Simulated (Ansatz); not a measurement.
## Pb-Y-Pb stack of (100) layers: lattice stability ahead of a resistivity run

Question: is the lattice of Pb-Y-Pb stack of (100) layers stable, and if so, what are its coupling constant and resistivity?

Method: DFT PBEsol, scalar-relativistic, plane waves, PAW; PAW set soft_1, in Ansatz 0.2.0.

## 1. The starting structure

The cell holds 3 atoms: 2 Pb and 1 Y. Cell: a = 3.603 Å, b = 3.603 Å, c = 16.096 Å, α = 90.0°, β = 90.0°, γ = 90.0°. Vacuum lies along c.

Coordinates:

```cif
data_structure
_symmetry_space_group_name_H-M 'P 1'
_symmetry_Int_Tables_number 1
_cell_length_a 3.6032
_cell_length_b 3.6032
_cell_length_c 16.0957
_cell_angle_alpha 90.000
_cell_angle_beta 90.000
_cell_angle_gamma 90.000
_cell_volume 208.97
loop_
_atom_site_label
_atom_site_type_symbol
_atom_site_fract_x
_atom_site_fract_y
_atom_site_fract_z
_atom_site_occupancy
Pb1 Pb 0.00000 0.00000 0.34171 1
Y2 Y 0.50000 0.50000 0.50000 1
Pb3 Pb 0.00000 0.00000 0.65829 1
```

## 2. Rough relaxation

Large forces or a large pressure at the start call for a first relaxation with loose thresholds.

Input file input.yaml:

```yaml
crystal:
  lattice:
    - [3.60321, 0.0, 0.0]
    - [0.0, 3.60321, 0.0]
    - [0.0, 0.0, 16.09572]
  atoms:
    - { symbol: Pb, position: [0.0, 0.0, 0.34170585] }
    - { symbol: "Y", position: [0.5, 0.5, 0.5] }
    - { symbol: Pb, position: [0.0, 0.0, 0.65829415] }
  periodic: [true, true, false]
kpoints:
  mp_grid: { grid: [6, 6, 1] }
hamiltonian:
  xc: pbesol
  pseudopotentials: { kind: paw, azcp: { folder: soft_1 }, xc_functional: pbe }
scf:
  occupations: { method: gaussian, width: 0.1 }
output:
  forces: true
  stress: true
  eigenvalues: true
relax:
  adjacent_minimum: "off"
  f_tol: 0.05
  max_steps: 80
  cell: { stress_2d_tol: 0.02 }
```

Started as:

```
> ansatz run input.yaml --threads 4 --pin off --max-ram 12288MiB --backend cpu --events-out ev --progress --plain --runs-dir out
```

Numbers of over 12 decimals in the logs are rounded to 6 here.

The program printed:

```text
Warning: crystal.periodic: the lattice vector that does not repeat stood 0.000° off the slab's normal, 16.096 Å along it as the deck builds it. The run solves the slab on a vector along the normal, 33.991 Å long, with every atom where it was (on the deck's vector they left 11.00 Å outside them, and the widest stretch free of ions among them is 2.55 Å). A fractional position that the run reports is one of the run's ce [...]
The last accepted step is kept in <dir> (removed where the run ends without a failure and the disk answers)
crystal.periodic: the lattice vector that does not repeat stood 0.000° off the slab's normal, 16.096 Å along it as the deck builds it. The run solves the slab on a vector along the normal, 33.991 Å long, with every atom where it was (on the deck's vector they left 11.00 Å outside them, and the widest stretch free of ions among them is 2.55 Å). A fractional position that the run reports is one of the run's cell, which [...]
Engine: ansatz 0.2.0, aarch64-unknown-linux-gnu
Pseudopotentials: kind: paw
Pseudopotential: Pb, paw, valence charge 14, recommended cutoff 420 eV (normal), soft_1/Pb.paw.azcp
Pseudopotential: Y, paw, valence charge 11, recommended cutoff 420 eV (normal), soft_1/Y.paw.azcp
Functional definition: PBEsol
  exchange = pbesol_x
  correlation = pbesol_c
Crystal: 3 atoms, lattice volume = 441.315 Å³
Basis set: ecut = 420 eV, 8601 PW (Γ), exchange–correlation on 50×50×480 points (8 copies of the dense FFT grid, shifted against one another)
Bands: 24, of which v1, the nominal top of the filled ones, is band 20 counted from 1 (19 counted from 0)
Symmetry: 16 space group operations
Space group: P4/mmm (ITA 123), of the structure as read, at distance tolerance 7.6e-5 Å
k-points: 10 of 36
Non-local potential: Pb, projectors of the file, l = 0: 2, l = 1: 2, l = 2: 2, l = 3: 1
Non-local potential: Y, projectors of the file, l = 0: 3, l = 1: 2, l = 2: 2, l = 3: 1
PAW form: soft (Blöchl's): semilocal exchange-correlation on the pseudo side does not see the compensation charge
PAW frozen core: Pb, regenerated for the run's functional, and the local potential with it (the file was generated under x = pbe(κ = 0.804, μ = 0.219515), c = pbe(β = 0.066725))
PAW frozen core: Y, regenerated for the run's functional, and the local potential with it (the file was generated under x = pbe(κ = 0.804, μ = 0.219515), c = pbe(β = 0.066725))
PAW one-centre angular grid: Pb, 590 points (default); XC on 64 Gauss nodes
PAW one-centre angular grid: Y, 590 points (default); XC on 64 Gauss nodes
Initial density: superposition of atomic densities (neutral atoms: chi_scale 0, normalization atom)
Initial wavefunctions: pseudopotential atomic-orbital guess
Functional: x = pbesol(κ = 0.804, μ = 0.123457), c = pbesol(β = 0.046)
iter 1 solved again at ethr=2.76e-3 eV; its pass at ethr=3.10e-3 eV (dr2=1.07e0 eV) is discarded
SCF iter   1: F=—  HF=-27309.292352 eV  |F-HF|=—  |Δ(HF+E_count)|=         —  Δρ=6.81e-3  dr2=1.10e0  ethr=2.76e-3  ⟨swp⟩=1.0  Hψ=1867  notcnv=0
preconditioner: auto → LDOS  [metal: Δε(μ)=0.026 eV  Ē_g=13.286 eV  σ=0.100 eV  W_gap=0.15  n_scr=38 (ndim 8)  ℏωp=9.8 eV  f_vac=0.707  D(μ)=5.61/eV (n_scr^D=16)  β→1.0]
SCF iter   2: F=—  HF=-27309.117052 eV  |F-HF|=—  |Δ(HF+E_count)|=   1.75e-1  Δρ=3.98e-3  dr2=8.67e-2  ethr=2.76e-3  ⟨swp⟩=3.8  Hψ=513  notcnv=0
SCF iter   3: F=—  HF=-27309.107269 eV  |F-HF|=—  |Δ(HF+E_count)|=   9.78e-3  Δρ=2.12e-3  dr2=3.20e-2  ethr=2.22e-4  ⟨swp⟩=3.0  Hψ=568  notcnv=0  defer=1
SCF iter   4: F=—  HF=-27309.099746 eV  |F-HF|=—  |Δ(HF+E_count)|=   7.52e-3  Δρ=5.42e-4  dr2=2.65e-3  ethr=8.20e-5  ⟨swp⟩=3.0  Hψ=529  notcnv=0  defer=1
SCF iter   5: F=—  HF=-27309.099299 eV  |F-HF|=—  |Δ(HF+E_count)|=   4.48e-4  Δρ=2.30e-4  dr2=3.65e-4  ethr=6.78e-6  ⟨swp⟩=3.0  Hψ=507  notcnv=0  defer=1
SCF iter   6: F=—  HF=-27309.099272 eV  |F-HF|=—  |Δ(HF+E_count)|=   2.63e-5  Δρ=7.44e-5  dr2=3.80e-5  ethr=9.37e-7  ⟨swp⟩=3.1  Hψ=506  notcnv=0  defer=1
SCF iter   7: F=—  HF=-27309.099036 eV  |F-HF|=—  |Δ(HF+E_count)|=   2.36e-4  Δρ=2.27e-5  dr2=4.08e-6  ethr=9.73e-8  ⟨swp⟩=3.1  Hψ=482  notcnv=0  defer=1
SCF iter   8: F=—  HF=-27309.099039 eV  |F-HF|=—  |Δ(HF+E_count)|=   3.13e-6  Δρ=6.14e-6  dr2=2.54e-7  ethr=1.05e-8  ⟨swp⟩=3.1  Hψ=446  notcnv=0  defer=1
SCF iter   9: F=-27309.099040 eV  HF=-27309.099040 eV  |F-HF|=5.31e-9  |Δ(HF+E_count)|=   2.94e-7  Δρ=1.69e-6  dr2=5.46e-8  ethr=2.56e-10  ⟨swp⟩=11.9  Hψ=1489  notcnv=0
SCF 1 converged in 9 iterations: F = -27309.099040 eV  dr2 = 5.46e-8
  greatest PAW one-centre occupation: 0.992 electrons in one spin orbital (limit 2), on the Y atom at site 1 (counted from 0), in its partial waves of l = 0
relax step   1: F+E_penalty+E_count = -27309.09903968 eV  Δ(F+E_penalty+E_count) = +0.000e0 eV  max|allowed force component| = 6.021e-1 eV/Å  Δτ_max = 0.0000 Å  P = -5.372 N/m  Ω = 441.315 Å³  fix = [c, alpha, beta]  reactions: c +0.000 N/m  (9 SCF iters, dr2 threshold 1.00e-7 eV, accepted)
Crystal: 3 atoms, lattice volume = 416.128 Å³
Basis set: ecut = 420 eV, 8101 PW (Γ), exchange–correlation on 50×50×480 points (8 copies of the dense FFT grid, shifted against one another)
Initial density: handed on by an earlier stage of this run
Initial wavefunctions: those handed on with the density
iter 1 solved again at ethr=2.05e-3 eV; its pass at ethr=3.10e-3 eV (dr2=7.99e-1 eV) is discarded
SCF iter   1: F=—  HF=-27309.523382 eV  |F-HF|=—  |Δ(HF+E_count)|=         —  Δρ=5.35e-3  dr2=7.96e-1  ethr=2.05e-3  ⟨swp⟩=1.1  Hψ=1947  notcnv=0
preconditioner: auto → LDOS  [metal: Δε(μ)=0.035 eV  Ē_g=13.485 eV  σ=0.100 eV  W_gap=0.19  n_scr=38 (ndim 8)  ℏωp=10.1 eV  f_vac=0.729  D(μ)=4.58/eV (n_scr^D=14)  β→1.0]
SCF iter   2: F=—  HF=-27309.450738 eV  |F-HF|=—  |Δ(HF+E_count)|=   7.26e-2  Δρ=2.16e-3  dr2=1.08e-1  ethr=2.04e-3  ⟨swp⟩=2.5  Hψ=308  notcnv=0
SCF iter   3: F=—  HF=-27309.444665 eV  |F-HF|=—  |Δ(HF+E_count)|=   6.07e-3  Δρ=6.80e-4  dr2=6.13e-3  ethr=2.78e-4  ⟨swp⟩=2.6  Hψ=366  notcnv=0  defer=1
SCF iter   4: F=—  HF=-27309.444401 eV  |F-HF|=—  |Δ(HF+E_count)|=   2.64e-4  Δρ=2.03e-4  dr2=1.67e-4  ethr=1.57e-5  ⟨swp⟩=2.8  Hψ=450  notcnv=0  defer=1
SCF iter   5: F=—  HF=-27309.444193 eV  |F-HF|=—  |Δ(HF+E_count)|=   2.08e-4  Δρ=1.13e-4  dr2=7.81e-5  ethr=4.28e-7  ⟨swp⟩=3.0  Hψ=549  notcnv=0  defer=1
SCF iter   6: F=—  HF=-27309.444171 eV  |F-HF|=—  |Δ(HF+E_count)|=   2.19e-5  Δρ=2.99e-5  dr2=7.10e-6  ethr=2.00e-7  ⟨swp⟩=2.5  Hψ=435  notcnv=0  defer=1
SCF iter   7: F=—  HF=-27309.444172 eV  |F-HF|=—  |Δ(HF+E_count)|=   1.07e-6  Δρ=1.13e-5  dr2=2.58e-6  ethr=1.82e-8  ⟨swp⟩=3.3  Hψ=527  notcnv=0  defer=1
[...]
preconditioner: auto → LDOS  [metal: Δε(μ)=0.054 eV  Ē_g=13.739 eV  σ=0.100 eV  W_gap=0.28  n_scr=20 (ndim 8)  ℏωp=10.5 eV  f_vac=0.729  D(μ)=4.95/eV (n_scr^D=16)  β→1.0]
SCF iter   2: F=—  HF=-27309.519986 eV  |F-HF|=—  |Δ(HF+E_count)|=   2.87e-2  Δρ=1.54e-3  dr2=1.23e-2  ethr=8.04e-4  ⟨swp⟩=2.9  Hψ=355  notcnv=0
SCF iter   3: F=—  HF=-27309.517531 eV  |F-HF|=—  |Δ(HF+E_count)|=   2.46e-3  Δρ=5.07e-4  dr2=5.66e-3  ethr=3.16e-5  ⟨swp⟩=2.9  Hψ=416  notcnv=0
SCF iter   4: F=—  HF=-27309.517400 eV  |F-HF|=—  |Δ(HF+E_count)|=   1.31e-4  Δρ=1.17e-4  dr2=4.87e-5  ethr=1.45e-5  ⟨swp⟩=2.1  Hψ=277  notcnv=0
SCF iter   5: F=—  HF=-27309.517222 eV  |F-HF|=—  |Δ(HF+E_count)|=   1.78e-4  Δρ=6.87e-5  dr2=3.02e-5  ethr=1.25e-7  ⟨swp⟩=3.3  Hψ=563  notcnv=0
SCF iter   6: F=—  HF=-27309.517219 eV  |F-HF|=—  |Δ(HF+E_count)|=   3.00e-6  Δρ=1.52e-5  dr2=1.63e-6  ethr=7.75e-8  ⟨swp⟩=2.6  Hψ=452  notcnv=0
SCF iter   7: F=-27309.517220 eV  HF=-27309.517220 eV  |F-HF|=1.04e-7  |Δ(HF+E_count)|=   7.60e-7  Δρ=5.06e-6  dr2=1.15e-7  ethr=7.69e-10  ⟨swp⟩=13.2  Hψ=1649  notcnv=0
SCF 3 converged in 7 iterations: F = -27309.517220 eV  dr2 = 1.15e-7
relax step   3: F+E_penalty+E_count = -27309.51721988 eV  Δ(F+E_penalty+E_count) = -7.305e-2 eV  max|allowed force component| = 1.789e-1 eV/Å  Δτ_max = 0.0252 Å  P = +0.417 N/m  Ω = 384.406 Å³  energy of the carried Pulay correction = +1.533e-3 eV  fix = [c, alpha, beta]  reactions: c +0.000 N/m  (7 SCF iters, dr2 threshold 3.00e-7 eV, accepted)
[...]
relax step   4: F+E_penalty+E_count = -27309.53364761 eV  Δ(F+E_penalty+E_count) = -1.643e-2 eV  max|allowed force component| = 3.578e-2 eV/Å  Δτ_max = 0.0785 Å  P = -0.260 N/m  Ω = 381.535 Å³  energy of the carried Pulay correction = +1.621e-3 eV  fix = [c, alpha, beta]  reactions: c +0.000 N/m  (7 SCF iters, dr2 threshold 3.00e-7 eV, accepted)
[...]
relax step   5: F+E_penalty+E_count = -27309.53849716 eV  Δ(F+E_penalty+E_count) = -4.850e-3 eV  max|allowed force component| = 7.681e-3 eV/Å  Δτ_max = 0.0584 Å  P = -0.094 N/m  Ω = 373.758 Å³  energy of the carried Pulay correction = +1.863e-3 eV  fix = [c, alpha, beta]  reactions: c +0.000 N/m  (6 SCF iters, dr2 threshold 7.43e-8 eV, accepted)
[...]
relax step   6: F+E_penalty+E_count = -27309.53859379 eV  Δ(F+E_penalty+E_count) = -9.663e-5 eV  max|allowed force component| = 3.428e-3 eV/Å  Δτ_max = 0.0018 Å  P = -0.007 N/m  Ω = 372.832 Å³  energy of the carried Pulay correction = +1.893e-3 eV  fix = [c, alpha, beta]  reactions: c +0.000 N/m  (6 SCF iters, dr2 threshold 9.72e-9 eV, accepted)
Basis set: ecut = 420 eV, 7353 PW (Γ), exchange–correlation on 48×48×480 points (8 copies of the dense FFT grid, shifted against one another)
Initial wavefunctions: pseudopotential atomic-orbital guess (no wavefunctions were taken with the density)
iter 1 solved again at ethr=6.94e-7 eV; its pass at ethr=3.10e-3 eV (dr2=2.71e-4 eV) is discarded
SCF iter   1: F=—  HF=-27309.537327 eV  |F-HF|=—  |Δ(HF+E_count)|=         —  Δρ=8.59e-5  dr2=4.34e-6  ethr=6.94e-7  ⟨swp⟩=6.2  Hψ=2791  notcnv=0
preconditioner: auto → LDOS  [metal: Δε(μ)=0.058 eV  Ē_g=13.882 eV  σ=0.100 eV  W_gap=0.31  n_scr=20 (ndim 8)  ℏωp=10.7 eV  f_vac=0.722  D(μ)=5.29/eV (n_scr^D=16)  β→1.0]
SCF iter   2: F=—  HF=-27309.537340 eV  |F-HF|=—  |Δ(HF+E_count)|=   1.23e-5  Δρ=1.74e-5  dr2=9.06e-7  ethr=1.11e-8  ⟨swp⟩=3.1  Hψ=556  notcnv=0
SCF iter   3: F=—  HF=-27309.537312 eV  |F-HF|=—  |Δ(HF+E_count)|=   2.77e-5  Δρ=4.92e-6  dr2=6.41e-8  ethr=2.32e-9  ⟨swp⟩=2.3  Hψ=436  notcnv=0
SCF iter   4: F=—  HF=-27309.537312 eV  |F-HF|=—  |Δ(HF+E_count)|=   1.52e-8  Δρ=7.97e-7  dr2=1.59e-9  ethr=1.64e-10  ⟨swp⟩=3.0  Hψ=555  notcnv=0
SCF iter   5: F=—  HF=-27309.537312 eV  |F-HF|=—  |Δ(HF+E_count)|=   4.39e-9  Δρ=2.28e-7  dr2=3.19e-10  ethr=4.08e-12  ⟨swp⟩=3.2  Hψ=538  notcnv=0
SCF iter   6: F=—  HF=-27309.537312 eV  |F-HF|=—  |Δ(HF+E_count)|=   2.02e-9  Δρ=7.08e-8  dr2=4.39e-11  ethr=1.00e-12  ⟨swp⟩=2.7  Hψ=420  notcnv=0
SCF iter   7: F=—  HF=-27309.537312 eV  |F-HF|=—  |Δ(HF+E_count)|=  9.31e-10  Δρ=1.87e-8  dr2=3.64e-12  ethr=1.00e-12  ⟨swp⟩=1.4  Hψ=245  notcnv=0
SCF iter   8: F=-27309.537312 eV  HF=-27309.537312 eV  |F-HF|=2.55e-11  |Δ(HF+E_count)|=  5.09e-11  Δρ=5.98e-9  dr2=1.48e-13  ethr=1.00e-12  ⟨swp⟩=13.6  Hψ=1705  notcnv=0
SCF 7 converged in 8 iterations: F = -27309.537312 eV  dr2 = 1.48e-13
relax step   7: F+E_penalty+E_count = -27309.53731211 eV  Δ(F+E_penalty+E_count) = +1.282e-3 eV  max|allowed force component| = 3.335e-3 eV/Å  Δτ_max = 0.0000 Å  P = -0.019 N/m  Ω = 372.832 Å³  fix = [c, alpha, beta]  reactions: c +0.000 N/m  stress off target by 1.88e-2 N/m on what of the cell is left free  SCF on the basis re-selected at this cell (its energy is not comparable with the rows above)  (8 SCF iters)
basis re-selected at this cell: Δ(F+E_penalty+E_count) = +1.282e-3 eV, ΔP = -0.012 N/m vs the last step (what re-selecting the basis moved, of the pressure what is left beyond the Pulay correction that the steps carried, after the strain that the cell walked since its last selection, with what the two solves' SCF thresholds leave and, on support functions, any second-order correction that the steps lacked; it is no measure of the basis error at this ecutwfc). The dense FFT grid was sized anew with the basis: this SCF ran on 24×24×240 points, the steps before it on 25×25×240, so part of this shift can come from that change (see relax.cell in the input reference). [rest of the remark cut]
SCF converged after 8 iterations
Free energy (F): -27309.537312 eV
Harris-Foulkes:  -27309.537312 eV  (|F-HF|=2.55e-11)
Internal energy: -27309.510879 eV  (E = F + TS)
E sigma→0 (E₀):  -27309.524095 eV
Entropy (-TS):   -0.026433 eV (-8.811 meV/atom)
Fermi energy:    -4.835568 eV
--- Per-component energies (eV) ---
  E_band       = -770.661048
  E_kinetic    = 905.427035
  E_local      = -78136.874301  (includes V_loc(G=0)·N_el)
  E_nonlocal   = 643.395312
  E_hartree    = 38441.661819
  E_xc         = -584.799594
  E_vxc        = -480.330501  (∫ρ·V_xc dr)
  E_paw        = -23252.770747  (= ΣΔE_a)
  E_vpaw       = -585.602255  (= ΣTr[D̂ρ^β])
  E_aug_tail   = 0.000006  (compensation charges beyond the density's cutoff)
  E_ewald      = 34674.176478
  E_core_change = 0.273114  (= ΣΔE_core)
  E_smearing   = -0.026433  (= −TS)
  E_closure    = 0.000000  (closes the sum)
  Σ components = -27309.537312   (vs F -27309.537312, Δ=0.00e0)
--- Forces (eV/Å), atoms counted from 1 ---
  atom   1  Pb     0.00000000     0.00000000     0.00333538
  atom   2  Y     -0.00000000     0.00000000     0.00000000
  atom   3  Pb    -0.00000000     0.00000000    -0.00333538
  max |Σ_I F_I| component: 6.86e-25 eV/Å
--- 2D stress c σ (N/m, compression-positive) ---
       -0.018816       0.000000       0.000000
        0.000000      -0.018816       0.000000
        0.000000       0.000000       0.000000
  P = ½ c Tr σ = -0.0188 N/m
--- Band table (eV; the first three rows and the last of 10) ---
  k-point 0: bands = [... 16 lower, -8.0988, -5.6714, -4.9932, -4.2845, -1.8491 (-1.8491°), -1.8491 (-1.8491°), -0.7001, -0.4000]
  k-point 1: bands = [... 16 lower, -7.5929, -5.5872, -4.7881, -4.0342, -3.1047, -2.1554, -1.6009, -0.5823]
  k-point 2: bands = [... 16 lower, -6.7555, -6.1755, -6.0560, -5.0897, -4.1978, -1.7752, -1.6586, -1.0444]
  k-point 9: bands = [... 16 lower, -6.5228, -6.5228, -5.8256, -5.6709, -5.6709, -2.9839, -1.7535, -1.7535]
  ° read free of the cell's end (the report's vacuum.weakly_bound_levels)
--- Relaxed structure (6 steps of the walk, 6 accepted, 1 SCFs on fresh bases) ---
  F+E_penalty+E_count = -27309.53731211 eV   max|allowed force component| = 3.335e-3 eV/Å   (the final SCF, on the basis selected at the relaxed cell)
  cell:  # Å, volume = 372.8315 Å³
    - [3.311857, 0, 0.0]
    - [0, 3.311857, 0.0]
    - [0.0, 0.0, 33.991433264152]
  atoms:
    - { symbol: Pb, position: [0, 0, 0.164207] }
    - { symbol: Y, position: [0.500000, 0.500000, 0.236761] }
    - { symbol: Pb, position: [0, 0, 0.309316] }
```

The job ended after 17 s (4 threads of Arm Neoverse V2, shared host; peak memory 0.73 GiB).

The steps of the relaxation:

| step | energy less that of the first step (eV) | largest force component (eV/Å) | volume (Å³) |
| --- | --- | --- | --- |
| 1 | 0.0000 | 0.6021 | 441.31 |
| 2 | -0.3451 | 0.1427 | 416.13 |
| 3 | -0.4182 | 0.1789 | 384.41 |
| 4 | -0.4346 | 0.0358 | 381.54 |
| 5 | -0.4395 | 0.0077 | 373.76 |
| 6 | -0.4396 | 0.0034 | 372.83 |
| 7* | -0.4383 | 0.0033 | 372.83 |

Relaxation steps marked * repeat the geometry before them on a plane-wave basis chosen anew for their cell, so energy and pressure can jump there.

The run keeps the 16 symmetry operations that it works with, so distortions that break them were not tested.

| cell as run | before | after | change |
| --- | --- | --- | --- |
| a (Å) | 3.603 | 3.312 | -8.1 % |
| b (Å) | 3.603 | 3.312 | -8.1 % |

The atoms that moved most (Å, along periodic axes as changes of fractional coordinates times the final cell, across vacuum about the mean position):

| atom | dx | dy | dz | length |
| --- | --- | --- | --- | --- |
| Pb1 | 0.000 | 0.000 | 0.082 | 0.082 |
| Pb3 | 0.000 | 0.000 | -0.082 | 0.082 |

The relaxed structure:

```xyz
3
Lattice="3.3119 0.0000 0.0000 0.0000 3.3119 0.0000 0.0000 0.0000 33.9914" Properties=species:S:1:pos:R:3
Pb    0.0000    0.0000    5.5816
Y     1.6559    1.6559    8.0479
Pb    0.0000    0.0000   10.5141
```

Numbers from this step:

- metallic on mesh: yes
- gap on the k-mesh: 0 eV

The relaxation ends with a largest force component of 0.0033 eV/Å.

## 3. Relaxing cell and atoms

Lattice constant and positions set the bands and the force constants, so the cell is relaxed first.

input.yaml, the sections that differ from step 2:

```yaml
crystal:
  lattice:
    - [3.3118569702, 0.0, 0.0]
    - [0.0, 3.3118569702, 0.0]
    - [0.0, 0.0, 33.9914332642]
  atoms:
    - { symbol: Pb, position: [0.0, 0.0, 0.1642066393] }
    - { symbol: "Y", position: [0.5, 0.5, 0.2367614198] }
    - { symbol: Pb, position: [0.0, 0.0, 0.3093162002] }
  periodic: [true, true, false]
kpoints:
  mp_grid: { grid: [10, 10, 1] }
relax:
  adjacent_minimum: "off"
  f_tol: 0.005
  max_steps: 80
  cell: { stress_2d_tol: 0.02 }
# hamiltonian, scf, output: as in step 2
```

The program printed:

```text
[the first part of the log is left out]
  E_vpaw       = -585.706039  (= ΣTr[D̂ρ^β])
  E_aug_tail   = 0.000006  (compensation charges beyond the density's cutoff)
  E_ewald      = 34848.207530
  E_core_change = 0.273114  (= ΣΔE_core)
  E_smearing   = -0.024492  (= −TS)
  E_closure    = -0.000000  (closes the sum)
  Σ components = -27309.528745   (vs F -27309.528745, Δ=0.00e0)
--- Forces (eV/Å), atoms counted from 1 ---
  atom   1  Pb     0.00000000     0.00000000     0.00052137
  atom   2  Y     -0.00000000     0.00000000     0.00000000
[...]
0.000000       0.000537      -0.000000
       -0.000000      -0.000000       0.000000
  P = ½ c Tr σ = 0.0005 N/m
--- Band table (eV; the first three rows and the last of 21) ---
[...]
° read free of the cell's end (the report's vacuum.weakly_bound_levels)
--- Relaxed structure (3 steps of the walk, 3 accepted, 1 SCFs on fresh bases) ---
[...]
cell:  # Å, volume = 370.7548 Å³
    - [3.302620, 0, 0]
    - [0, 3.302620, 0]
    - [0, 0, 33.9914332642]
  atoms:
    - { symbol: Pb, position: [0, 0, 0.164037] }
    - { symbol: Y, position: [0.5, 0.5, 0.236761] }
    - { symbol: Pb, position: [0, 0, 0.309486] }
```

Elapsed: 15 s, on 4 threads; peak memory 0.74 GiB; 56 s of CPU time.

Step by step:

| step | energy less that of the first step (eV) | largest force component (eV/Å) | volume (Å³) |
| --- | --- | --- | --- |
| 1 | 0.0000 | 0.0002 | 372.83 |
| 2 | -0.0004 | 0.0010 | 371.57 |
| 3 | -0.0005 | 0.0005 | 370.75 |
| 4 | -0.0004 | 0.0005 | 370.75 |

The log counts 1 steps on a newly chosen plane-wave basis, not all of them marked here; energy and pressure can jump at such steps.

| cell as run | before | after | change |
| --- | --- | --- | --- |
| a (Å) | 3.312 | 3.303 | -0.3 % |
| b (Å) | 3.312 | 3.303 | -0.3 % |

Final coordinates:

```xyz
3
Lattice="3.3026 0.0000 0.0000 0.0000 3.3026 0.0000 0.0000 0.0000 33.9914" Properties=species:S:1:pos:R:3
Pb    0.0000    0.0000    5.5758
Y     1.6513    1.6513    8.0479
Pb    0.0000    0.0000   10.5199
```

(Part 1 of 3 ends here.)

[Logs are printed without paths, hosts, clocks, repeated set-up lines and the standing remarks that a program may print on its own settings, such as how far it seeks lower states.]

[Hosts, paths, dates, database ids (printed as entryN), source tags and the programs' standing remarks are cut or masked in the printed files.]
